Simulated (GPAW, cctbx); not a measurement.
# Reading charge transfer from structure factors

RbRuF3, Pm-3m (no. 221), a = 4.2415 Å, b = 4.2415 Å, c = 4.2415 Å, α = 90.00°, β = 90.00°, γ = 90.00°.

| atom | mult. | x | y | z |
| --- | --- | --- | --- | --- |
| Ru1 | 1 | 1/2 | 1/2 | 1/2 |
| Rb1 | 1 | 0 | 0 | 0 |
| F1 | 3 | 1/2 | 0 | 1/2 |

The cell comes from substitution in a known structure type and wasn't matched to any measured phase.

Absolute values of the static structure factors of the conventional cell from DFT (PBE, GPAW) against free spherical atoms, in electrons:

```csv
hkl,d (Å),free atoms,crystal
010,4.242,14.65,14.75
011,2.999,60.62,60.33
111,2.449,14.15,14.75
020,2.121,78.99,79.28
021,1.897,10.63,10.71
121,1.732,50.79,50.81
022,1.500,66.03,66.20
122,1.414,8.53,8.73
030,1.414,8.53,8.16
031,1.341,45.45,45.21
```

**Question.** Which way does charge move, and which reflections show it best?

Project each element's phase sum on the total phase. |F| rises if density moves to atoms that scatter in phase and falls if it moves to atoms that scatter against it; the rule is for low angles, since changes of shape take over beyond. Where all elements are in phase the terms compete, and the compactness of the donor's and the acceptor's density matters too.

| hkl | Ru in phase | Rb in phase | F in phase | change (e) | (%) |
| --- | --- | --- | --- | --- | --- |
| 010 | +1.0 | -1.0 | +1.0 | +0.11 | +0.7 |
| 011 | +1.0 | +1.0 | -1.0 | -0.28 | -0.5 |
| 111 | -1.0 | +1.0 | +3.0 | +0.60 | +4.2 |
| 020 | +1.0 | +1.0 | +3.0 | +0.29 | +0.4 |
| 021 | +1.0 | -1.0 | +1.0 | +0.08 | +0.7 |
| 121 | +1.0 | +1.0 | -1.0 | +0.02 | 0.0 |
| 022 | +1.0 | +1.0 | +3.0 | +0.16 | +0.2 |
| 122 | +1.0 | -1.0 | +1.0 | +0.20 | +2.4 |

Low-angle reflections that set elements apart and change by more than 0.05 e: 010, 011, 111 and 021 (121 hardly moves and tells little). The signs fit a gain of density on F and a loss on Ru and Rb. The best witness is 111, +4.2 %, where F enters with +3.0. The real-space density agrees: Voronoi charges Ru +0.22, Rb +0.20, F -0.14 e. The shortest bond, Ru–F, has Δρ = -0.17 e/Å³ at its midpoint, a depletion.

[Outputs are excerpts: Python notices, other lines and further rows are left out; steps that failed or that the build refused (PBEsol, TPSS) are not shown.]

[Logs are printed without paths, hosts, clocks, repeated set-up lines and the standing remarks that a program may print on its own settings, such as how far it seeks lower states.]
